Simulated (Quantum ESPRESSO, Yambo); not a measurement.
Planning a run of Yambo 5.3.0 on SrTiO3 (Tausonite). The input:

```
optics
chi
dipoles
Chimod= "HARTREE"
% QpntsRXd
 1 | 1 |
%
% BndsRnXd
 1 | 66 |
%
NGsBlkXd= 3 Ry
% EnRngeXd
 0 | 0.2 | eV
%
% DmRngeXd
 0.2 | 0.2 | eV
%
ETStpsXd= 3
% LongDrXd
 1 | 1 | 1 |
%
```

```sh
OMP_NUM_THREADS=2 mpirun -n 4 yambo -F optics4.in -J optics4 -C optics4 > optics4.log
```

The stored states that it reads are on a 6×6×6 mesh. The structure is cubic, space group Pm-3m (No. 221). Conventional cell: a = 3.905 Å, b = 3.905 Å, c = 3.905 Å, α = 90.00°, β = 90.00°, γ = 90.00°. Nearest to Sr lie 12 O at 2.76 Å. Ti has 6 O at 1.95 Å nearest. O has 2 Ti at 1.95 Å and 4 Sr at 2.76 Å nearest. Farther neighbours and most contacts between anions are not listed.

Q: How long will it take on 4 MPI ranks of AMD EPYC 7R43, shared host, and how much memory?

It took 16 s; on shared hardware allow 8.1 s to 32 s. Peak host memory was 2.2 GiB.

[Paths, hosts, dates, memory and timing lines, banners, echoed tables and standing remarks are left out of the program output.]

[Logs are printed without paths, hosts, clocks, repeated set-up lines and the standing remarks that a program may print on its own settings, such as how far it seeks lower states.]

[Runs of the session that timed out or met a known fault of the program may be left out.]

[Hosts, paths, dates, database ids (printed as entryN), source tags and the programs' standing remarks are cut or masked in the printed files.]
